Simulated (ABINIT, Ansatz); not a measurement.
## MoS2 (P-6m2): phonons by linear response

Wanted: phonon bands, density of states and zone-centre response of MoS2 (P-6m2).

Method: DFT LDA, scalar-relativistic, plane waves, PseudoDojo norm-conserving pseudopotentials, in ABINIT 10.8.3.

This is a report of a sequence of runs, with most program output left out.

## (1) The starting structure

The cell holds 3 atoms: 1 Mo and 2 S. Its edges and angles: a = 3.170 Å, b = 3.170 Å, c = 16.100 Å, α = 90.0°, β = 90.0°, γ = 120.0°. Vacuum lies along c.

## (2) A probe with smearing

A first run with smearing and empty bands tells whether the crystal has a gap, which decides between fixed occupations and smearing later on.

probe.abi

```
# ground state
tolvrs 1.0d-08
prtden 1
prtwf 1

# basis, mesh and filling
ecut 36.0
ngkpt 6 6 1
nshiftk 1
shiftk 0.0 0.0 0.0
istwfk *1
occopt 7
tsmear 0.005
nband 20
nstep 100
diemac 9.0
prtebands 0
prtgsr 0
useylm 1

# cell and atoms
acell 5.990431237 5.990431237 30.42459061
rprim 
    1.0 0.0 0.0
    -0.5 0.8660254038 0.0
    0.0 0.0 1.0
ntypat 2
znucl 42 16
natom 3
typat 1 2 2
xred 
    1/3 2/3 0.5
    2/3 1/3 0.5962730000
    2/3 1/3 0.4037270000
pp_dirpath "./pseudo"
pseudos "Mo.upf, S.upf"
```

Run with:

```
OMP_NUM_THREADS=1 mpirun -n 7 abinit probe.abi > probe.log
```

Wall time 18 s (7 MPI ranks of Arm Neoverse V1, shared host); 2.1 min of CPU time.

Numbers from this step:

| Quantity | Value |
| --- | --- |
| gap on the k-mesh | 1.655 eV |
| area per atom | 2.901 Å² |

A gap of 1.7 eV opens on this mesh, so the crystal is taken as an insulator.

## (3) Rough relaxation

The typed start is rough, so a first relaxation with smearing and loose thresholds takes it towards rest cheaply.

prerelax.abi

```
# relaxation
ionmov 2
optcell 9
dilatmx 1.15
chkdilatmx 0
ntime 40
tolmxf 3.0d-04
tolvrs 1.0d-10
prtwf 0
prtden 0
chksymtnons 0

# basis, mesh and filling
ecut 36.0
ecutsm 3.0
ngkpt 6 6 1
nshiftk 1
shiftk 0.0 0.0 0.0
istwfk *1
occopt 7
tsmear 0.005
nband 20
nstep 100
diemac 9.0
prtebands 0
prtgsr 0
useylm 1

# cell and atoms
acell 5.990431237 5.990431237 30.42459061
rprim 
    1.0 0.0 0.0
    -0.5 0.8660254038 0.0
    0.0 0.0 1.0
ntypat 2
znucl 42 16
natom 3
typat 1 2 2
xred 
    1/3 2/3 0.5
    2/3 1/3 0.5962730000
    2/3 1/3 0.4037270000
pp_dirpath "./pseudo"
pseudos "Mo.upf, S.upf"
```

Run with:

```
OMP_NUM_THREADS=1 mpirun -n 7 abinit prerelax.abi > prerelax.log
```

Run time: 1.7 min. Hardware: 7 MPI ranks; 12 min of CPU time.

Relaxation path:

| step | energy less that of the first step (eV) | largest force (eV/Å) | volume (Å³) |
| --- | --- | --- | --- |
| 1 | 0.0000 | 0.2669 | 140.11 |
| 2 | -0.0077 | 0.1726 | 139.54 |
| 3 | -0.0226 | 0.2112 | 137.04 |
| 4 | -0.0236 | 0.1841 | 136.91 |
| 5 | -0.0269 | 0.0031 | 135.76 |

| cell as run | before | after | change |
| --- | --- | --- | --- |
| a (Å) | 3.170 | 3.120 | -1.6 % |
| b (Å) | 3.170 | 3.120 | -1.6 % |

The relaxed structure:

```xyz
3
Lattice="3.1204 0.0000 0.0000 -1.5602 2.7023 0.0000 0.0000 0.0000 16.1000" Properties=species:S:1:pos:R:3
Mo    0.0000    1.8016    8.0500
S     1.5602    0.9008    9.6032
S     1.5602    0.9008    6.4968
```

Numbers from this step:

* gap on the k-mesh: 1.862 eV
* area per atom: 2.811 Å²

The volume changes by -3.1 % in this run and stands -3.1 % from the first cell.

## (4) Relaxation

The in-plane cell and the atoms are brought to rest; the spacing across the vacuum is kept.

relax.abi

```
# relaxation
ionmov 2
optcell 9
dilatmx 1.08
ntime 40
tolmxf 1.0d-05
tolvrs 1.0d-14
prtwf 0
prtden 0
chksymtnons 0

# basis, mesh and filling
ecut 44.0
ecutsm 3.0
ngkpt 9 9 1
nshiftk 1
shiftk 0.0 0.0 0.0
istwfk *1
occopt 1
nband 13
nstep 100
diemac 9.0
prtebands 0
prtgsr 0
useylm 1

# cell and atoms
acell 5.896675268 5.896675268 30.42459061
rprim 
    1.0 0.0 0.0
    -0.5 0.8660254038 0.0
    0.0 0.0 1.0
ntypat 2
znucl 42 16
natom 3
typat 1 2 2
xred 
    1/3 2/3 0.5
    2/3 1/3 0.5964722168
    2/3 1/3 0.4035277832
pp_dirpath "./pseudo"
pseudos "Mo.upf, S.upf"
```

Run with:

```
OMP_NUM_THREADS=1 mpirun -n 8 abinit relax.abi > relax.log
```

It took 2.4 min on 8 MPI ranks; 19 min of CPU time.

Little changed from the start: no atom moved by 0.005 Å and no cell edge by 0.1 %.

The volume changes by +0.0 % in this run and stands -3.1 % from the first cell.

## (5) Self-consistent run for the response

First-order wavefunctions inherit every error of the ground state, hence the very tight tolvrs.

gs.abi

```
# ground state
tolvrs 1.0d-16
prtden 1
prtwf 1

# basis, mesh and filling
ecut 36.0
ngkpt 9 9 1
nshiftk 1
shiftk 0.0 0.0 0.0
istwfk *1
occopt 1
nband 13
nstep 100
diemac 9.0
prtebands 0
prtgsr 0
useylm 1

# cell and atoms
acell 5.897171726 5.897171726 30.42459061
rprim 
    1.0 0.0 0.0
    -0.5 0.8660254038 0.0
    0.0 0.0 1.0
ntypat 2
znucl 42 16
natom 3
typat 1 2 2
xred 
    1/3 2/3 0.5
    2/3 1/3 0.5964652847
    2/3 1/3 0.4035347153
pp_dirpath "./pseudo"
pseudos "Mo.upf, S.upf"
```

Run with:

```
OMP_NUM_THREADS=1 mpirun -n 8 abinit gs.abi > gs.log
```

The job ended after 25 s (8 MPI ranks).

## (6) The gap at rest

Empty bands on the ground state's density check that the gap assumed so far is there in this cell.

gap.abi

```
# empty bands on the ground state's density
iscf -2
getden_filepath "gso_DEN"
tolwfr 1.0d-12
nbdbuf 2
prtwf 0

# basis, mesh and filling
ecut 36.0
ngkpt 9 9 1
nshiftk 1
shiftk 0.0 0.0 0.0
istwfk *1
occopt 1
nband 17
nstep 100
diemac 9.0
prtebands 0
prtgsr 0
useylm 1

# cell and atoms
acell 5.897171726 5.897171726 30.42459061
rprim 
    1.0 0.0 0.0
    -0.5 0.8660254038 0.0
    0.0 0.0 1.0
ntypat 2
znucl 42 16
natom 3
typat 1 2 2
xred 
    1/3 2/3 0.5
    2/3 1/3 0.5964652847
    2/3 1/3 0.4035347153
pp_dirpath "./pseudo"
pseudos "Mo.upf, S.upf"
```

Run with:

```
OMP_NUM_THREADS=1 mpirun -n 8 abinit gap.abi > gap.log
```

Wall time 12 s (8 MPI ranks).

In this cell the gap on the mesh is 1.9 eV, direct, so fixed occupations hold.

## (7) Linear response at Γ

The derivative of the wavefunctions by k comes first, since the response to a field is built on it; then the field and the displacements that symmetry doesn't supply are solved at q = 0.

It reads the wavefunctions written in step 5.

dfpt_gamma.abi

```
ndtset 2

# common to the responses
getwfk_filepath "gso_WFK"
kptopt 2
nqpt 1
qpt 0.0 0.0 0.0
asr 0
chneut 0

# d/dk
rfelfd1 2
rfdir1 1 1 1
iscf1 -3
tolwfr1 1.0d-20

# displacements, field
rfphon2 1
rfatpol2 1 3
rfdir2 1 1 1
rfelfd2 3
getddk2 1
tolvrs2 1.0d-10
prtwf2 0

# basis, mesh and filling
ecut 36.0
ngkpt 9 9 1
nshiftk 1
shiftk 0.0 0.0 0.0
istwfk *1
occopt 1
nband 13
nstep 100
diemac 9.0
prtebands 0
prtgsr 0
useylm 1

# cell and atoms
acell 5.897171726 5.897171726 30.42459061
rprim 
    1.0 0.0 0.0
    -0.5 0.8660254038 0.0
    0.0 0.0 1.0
ntypat 2
znucl 42 16
natom 3
typat 1 2 2
xred 
    1/3 2/3 0.5
    2/3 1/3 0.5964652847
    2/3 1/3 0.4035347153
pp_dirpath "./pseudo"
pseudos "Mo.upf, S.upf"
```

Run with:

```
OMP_NUM_THREADS=1 mpirun -n 8 abinit dfpt_gamma.abi > dfpt_gamma.log
```

Elapsed: 5.6 min, on 8 MPI ranks; 45 min of CPU time.

Numbers from this step:

```yaml
miss_of_the_charge_sum_rule: 0.003610 e
largest_acoustic_frequency_at_the_zone_centre_before_the_sum_rule: 0.18 cm⁻¹
highest_optical_zone_centre_mode_no_lo_to_term: 478.0 cm⁻¹
lowest_optical_zone_centre_mode: 290.0 cm⁻¹
```

Born charge (rows field, columns displacement), before the sum rule (e), principal values of the symmetric part by kind of site:

| atom | atoms with these values | low | middle | high | mean |
| --- | --- | --- | --- | --- | --- |
| Mo1 | 1 | -1.18 | -1.18 | -0.12 | -0.83 |
| S2 | 2 | 0.06 | 0.59 | 0.59 | 0.41 |

In full for S2:

```
0.59 0.00 0.00
0.00 0.59 0.00
0.00 0.00 0.06
```

High-frequency dielectric tensor:

```
6.26 0.00 0.00
0.00 6.26 0.00
0.00 0.00 1.47
```

The cell holds one sheet and vacuum: ε∞ is an average over the 16.1 Å of the cell, and it and the Born charges along c change with that height.

The acoustic modes at Γ come out as far as 0.2 cm⁻¹ from zero, where they should vanish, a small numerical error; the Born charges miss their sum rule by 0.0036 e, which is good.

## (8) Zone-centre analysis

anaddb reads the merged derivatives and imposes the acoustic sum rule.

anaddb.abi

```
ddb_filepath "gamma_DDB"
output_file "anaddb.abo"
outdata_prefix "anaddb"
asr 1
chneut 1
enunit 2
eivec 1
nph1l 1
qph1l 0.0 0.0 0.0 1.0
dieflag 1
```

mrgddb.in

```
gamma_DDB
merged
2
dfpt_gammao_DS2_DDB
gso_DDB
```

Run with:

```
mrgddb < mrgddb.in > mrgddb.log
OMP_NUM_THREADS=1 anaddb anaddb.abi > anaddb.log
```

Wall time 0.51 s (1 thread).

Numbers from this step:

```yaml
miss_of_the_charge_sum_rule: 0.00361 e
```

No LO-TO term; unit eigenvectors of the mass-weighted matrix, from anaddb's displacements. The modes at Γ (shares of kinetic energy by element, %):

| mode | frequency (cm⁻¹) | Mo % | S % |
| --- | --- | --- | --- |
| 1 | 0.0 | 60 | 40 |
| 2 | 0.0 | 60 | 40 |
| 3 | 0.0 | 60 | 40 |
| 4 | 290.0 | 0 | 100 |
| 5 | 290.0 | 0 | 100 |
| 6 | 392.7 | 40 | 60 |
| 7 | 392.7 | 40 | 60 |
| 8 | 411.7 | 0 | 100 |
| 9 | 478.0 | 40 | 60 |

Displacements in mode 4 (290.0 cm⁻¹), the largest set to 1:
```
Mo1  0.00  0.00  0.00
S2   0.00 -1.00  0.00
S3   0.00  1.00  0.00
```

Displacements in mode 9 (478.0 cm⁻¹), the largest set to 1:
```
Mo1  0.00  0.00  0.67
S2   0.00  0.00 -1.00
S3   0.00  0.00 -1.00
```

The cell holds one sheet and vacuum: ε∞ is an average over the 16.1 Å of the cell, and it and the Born charges along c change with that height.

The rule moves no optical mode by more than 0.1 cm⁻¹.

## (9) Sum rules set otherwise (asr 0)

Without the rule the raw error of the acoustic modes shows.

anaddb.abi: that of step 8 with these lines changed.

```diff
@@ -3,4 +3,4 @@
 outdata_prefix "anaddb"
-asr 1
-chneut 1
+asr 0
+chneut 0
 enunit 2
```

mrgddb.in is that of step 8.

The job ended after 0.5 s (1 thread).

Zone-centre frequencies as printed; negative means imaginary. Modes:

| mode | frequency (cm⁻¹) |
| --- | --- |
| 1 | -0.09 |
| 2 | 0.18 |
| 3 | 0.18 |
| 4 | 290 |
| 5 | 290 |
| 6 | 392.7 |
| 7 | 392.7 |
| 8 | 411.7 |
| 9 | 478 |

The cell holds one sheet and vacuum: ε∞ is an average over the 16.1 Å of the cell, and it and the Born charges along c change with that height.

## (10) Phonons on a q mesh

Linear response treats each wavevector in the unit cell, with no supercell; the 3×3×1 mesh fixes the range of the force constants to be had.

dfpt_q.abi

```
ndtset 2

# wavevectors
qpt1 0.3333333333 0.0 0.0
qpt2 0.3333333333 0.3333333333 0.0

# displacements
getwfk_filepath "gso_WFK"
getwfq_filepath "gso_WFK"
kptopt 3
nqpt 1
rfphon 1
rfatpol 1 3
rfdir 1 1 1
tolvrs 1.0d-10
prtwf 0

# basis, mesh and filling
ecut 36.0
ngkpt 9 9 1
nshiftk 1
shiftk 0.0 0.0 0.0
istwfk *1
occopt 1
nband 13
nstep 100
diemac 9.0
prtebands 0
prtgsr 0
useylm 1

# cell and atoms
acell 5.897171726 5.897171726 30.42459061
rprim 
    1.0 0.0 0.0
    -0.5 0.8660254038 0.0
    0.0 0.0 1.0
ntypat 2
znucl 42 16
natom 3
typat 1 2 2
xred 
    1/3 2/3 0.5
    2/3 1/3 0.5964652847
    2/3 1/3 0.4035347153
pp_dirpath "./pseudo"
pseudos "Mo.upf, S.upf"
```

Run with:

```
OMP_NUM_THREADS=1 mpirun -n 8 abinit dfpt_q.abi > dfpt_q.log
```

Run time: 14 min. Hardware: 8 MPI ranks.

This step gave:

```yaml
lowest_mode_on_the_q_mesh_acoustic_ones_at_the_zone_centre_apart: 130.2 cm⁻¹
```

Frequencies (cm⁻¹) before the sum rule at the irreducible wavevectors but Γ, which is solved apart; negative means imaginary. Frequencies by wavevector:

| q (fractions) | star | mode 1 | mode 2 | mode 3 | mode 4 | mode 5 | mode 6 | mode 7 | mode 8 | mode 9 |
| --- | --- | --- | --- | --- | --- | --- | --- | --- | --- | --- |
| 0.3333 0 0 | 6 | 130.2 | 139.7 | 216.9 | 307.2 | 339.8 | 358.7 | 380 | 411.8 | 418.2 |
| 0.3333 0.3333 0 | 2 | 180.7 | 188.2 | 237.6 | 329.1 | 340.9 | 341.4 | 383.8 | 391.4 | 402.6 |

## (11) Interpolated phonon bands

anaddb transforms the dynamical matrices to force constants and back along the path; points of the mesh come back as solved, but for the sum rule and, in polar crystals, the LO-TO term at Γ; the rest is interpolation.

anaddb.abi

```
ddb_filepath "all_DDB"
output_file "anaddb.abo"
outdata_prefix "anaddb"
ifcflag 1
ngqpt 3 3 1
nqshft 1
q1shft 0.0 0.0 0.0
asr 1
chneut 0
dipdip 0
dipquad 0
quadquad 0
enunit 0
eivec 0
nph1l 43
qph1l 
    0.0 0.0 0.0 1.0
    0.03571429 0.0 0.0 1.0
    0.07142857 0.0 0.0 1.0
    0.10714286 0.0 0.0 1.0
    0.14285714 0.0 0.0 1.0
    0.17857143 0.0 0.0 1.0
    0.21428571 0.0 0.0 1.0
    0.25 0.0 0.0 1.0
    0.28571429 0.0 0.0 1.0
    0.32142857 0.0 0.0 1.0
    0.35714286 0.0 0.0 1.0
    0.39285714 0.0 0.0 1.0
    0.42857143 0.0 0.0 1.0
    0.46428571 0.0 0.0 1.0
    0.5 0.0 0.0 1.0
    0.48809524 0.02380952 0.0 1.0
    0.47619048 0.04761905 0.0 1.0
    0.46428571 0.07142857 0.0 1.0
    0.45238095 0.0952381 0.0 1.0
    0.44047619 0.11904762 0.0 1.0
    0.42857143 0.14285714 0.0 1.0
    0.41666667 0.16666667 0.0 1.0
    0.4047619 0.19047619 0.0 1.0
    0.39285714 0.21428571 0.0 1.0
    0.38095238 0.23809524 0.0 1.0
    0.36904762 0.26190476 0.0 1.0
    0.35714286 0.28571429 0.0 1.0
    0.3452381 0.30952381 0.0 1.0
    0.33333333 0.33333333 0.0 1.0
    0.30952381 0.30952381 0.0 1.0
    0.28571429 0.28571429 0.0 1.0
    0.26190476 0.26190476 0.0 1.0
    0.23809524 0.23809524 0.0 1.0
    0.21428571 0.21428571 0.0 1.0
    0.19047619 0.19047619 0.0 1.0
    0.16666667 0.16666667 0.0 1.0
    0.14285714 0.14285714 0.0 1.0
    0.11904762 0.11904762 0.0 1.0
    0.0952381 0.0952381 0.0 1.0
    0.07142857 0.07142857 0.0 1.0
    0.04761905 0.04761905 0.0 1.0
    0.02380952 0.02380952 0.0 1.0
    0.0 0.0 0.0 1.0
```

mrgddb.in

```
all_DDB
merged
3
dfpt_gammao_DS2_DDB
dfpt_qo_DS1_DDB
dfpt_qo_DS2_DDB
```

Run with:

```
mrgddb < mrgddb.in > mrgddb.log
OMP_NUM_THREADS=1 anaddb anaddb.abi > anaddb.log
```

Elapsed: 0.51 s, on 1 thread.

Read from the output:

```yaml
lowest_frequency_on_the_path: 0 cm⁻¹
```

Anaddb. Phonon branches along the path, in cm⁻¹:

| point | branch 1 | branch 2 | branch 3 | branch 4 | branch 5 | branch 6 | branch 7 | branch 8 | branch 9 |
| --- | --- | --- | --- | --- | --- | --- | --- | --- | --- |
| Γ | 0 | 0 | 0 | 290 | 290 | 393 | 393 | 412 | 478 |
| halfway | 94 | 113 | 182 | 301 | 328 | 366 | 385 | 419 | 434 |
| M | 162 | 170 | 238 | 314 | 337 | 358 | 374 | 397 | 415 |
| halfway | 174 | 180 | 232 | 327 | 335 | 350 | 384 | 391 | 409 |
| K | 181 | 188 | 238 | 329 | 341 | 341 | 384 | 391 | 403 |
| halfway | 110 | 134 | 195 | 307 | 334 | 360 | 386 | 417 | 422 |
| Γ | 0 | 0 | 0 | 290 | 290 | 393 | 393 | 412 | 478 |

All branches are real along the path.

## (12) Density of states

Sums over the zone need many more wavevectors than were solved, so the interpolation is sampled on a dense mesh.

anaddb.abi

```
ddb_filepath "all_DDB"
output_file "anaddb.abo"
outdata_prefix "anaddb"
ifcflag 1
ngqpt 3 3 1
nqshft 1
q1shft 0.0 0.0 0.0
asr 1
chneut 0
dipdip 0
dipquad 0
quadquad 0
prtdos 1
dossmear 1.8d-05
ng2qpt 17 17 1
dosdeltae 4.5563e-06
ntemper 11
temperinc 100.0
tempermin 0.0
```

Run with:

```
OMP_NUM_THREADS=1 anaddb anaddb.abi > anaddb.log
```

Run time: 0.52 s. Hardware: 1 thread.

This step gave:

* zero-point energy per atom: 55.55 meV
* heat capacity at 300 K: 20.76 J/(mol atoms K)
* vibrational entropy at 300 K: 20.85 J/(mol atoms K)

The phonon density of states has structure finer than the step of the table below, so its rows give means over 20 cm⁻¹, whole bins alone (the curve runs from -30 to 507 cm⁻¹). Peaks (cm⁻¹: height): 123.0: 0.0186, 171.0: 0.0360, 231.0: 0.0321, 339.0: 0.0693, 357.0: 0.0453, 387.0: 0.0843, 417.0: 0.0778.

Gaussian, 4 cm-1. Phonon density of states against wavenumber; means over each step:

| wavenumber (cm⁻¹) | phonon density of states (1/cm⁻¹/cell) |
| --- | --- |
| -20 | 5.8e-6 |
| 0 | 5.6e-4 |
| 20 | 0.00199 |
| 40 | 0.00392 |
| 60 | 0.00504 |
| 80 | 0.00759 |
| 100 | 0.00929 |
| 120 | 0.0126 |
| 140 | 0.0155 |
| 160 | 0.0303 |
| 180 | 0.0254 |
| 200 | 0.00709 |
| 220 | 0.0169 |
| 240 | 0.0139 |
| 260 | 7.2e-6 |
| 280 | 0.00206 |
| 300 | 0.0241 |
| 320 | 0.0336 |
| 340 | 0.0505 |
| 360 | 0.0318 |
| 380 | 0.0545 |
| 400 | 0.0448 |
| 420 | 0.0460 |
| 440 | 0.00606 |
| 460 | 0.00477 |
| 480 | 0.00178 |

Harmonic thermodynamic functions per atom, summed over the density of states scaled to three modes an atom; melting is ignored. Thermodynamic functions:

| T (K) | F_vib (meV/atom) | S (J/mol-atom/K) | C_V (J/mol-atom/K) |
| --- | --- | --- | --- |
| 0 | 55.55 | 0 | 0 |
| 50 | 55.34 | 1.216 | 2.417 |
| 100 | 53.92 | 4.5 | 7.935 |
| 200 | 44.81 | 13.14 | 16.95 |
| 300 | 27.06 | 20.85 | 20.76 |
| 400 | 2.11 | 27.08 | 22.44 |
| 500 | -28.69 | 32.19 | 23.29 |
| 600 | -64.33 | 36.48 | 23.78 |
| 700 | -104.1 | 40.17 | 24.08 |
| 800 | -147.4 | 43.4 | 24.28 |
| 900 | -193.9 | 46.27 | 24.41 |
| 1000 | -243.3 | 48.85 | 24.51 |

At 300 K the heat capacity has reached 83 % of the Dulong-Petit value.

## (13) What came out

```json
{
 "space group after relaxation": "P-6m2",
 "area per atom": "2.81 Å²",
 "highest optical zone-centre mode (no LO-TO term)": "478.0 cm⁻¹",
 "lowest optical zone-centre mode": "290.0 cm⁻¹",
 "q mesh": "3×3×1",
 "lowest mode on the q mesh (acoustic ones at the zone centre apart)": "130.2 cm⁻¹",
 "zero-point energy per atom": "55.5 meV",
 "heat capacity at 300 K": "20.8 J/(mol atoms K)",
 "vibrational entropy at 300 K": "20.8 J/(mol atoms K)",
 "imaginary modes on the q mesh": "none"
}
```

In words: MoS2 (P-6m2) is dynamically stable on the 3×3×1 mesh; its spectrum reaches 478 cm⁻¹. At the LDA level the optical modes of MoS2 (P-6m2) at the zone centre run from 290 to 478 cm⁻¹. Along axes with an odd number of divisions the mesh misses the zone-boundary points at one half, where instabilities often lie; those are only interpolated. These are harmonic frequencies at zero temperature: anharmonic shifts and linewidths and thermal expansion are left out. The sheet is repeated along c with vacuum between and no cut of the Coulomb interaction; dielectric tensors refer to the cell with its vacuum, no LO-TO term enters the bands, and the bending branch near Γ is rough. A run in a second program is left out, since it treats the direction across the vacuum otherwise. The sheet was typed on a prototype.

[Host names and launcher messages were left out of these logs when they were recorded.]

[Logs are printed without paths, hosts, clocks, repeated set-up lines and the standing remarks that a program may print on its own settings, such as how far it seeks lower states.]

[Hosts, paths, dates, database ids (printed as entryN), source tags and the programs' standing remarks are cut or masked in the printed files.]
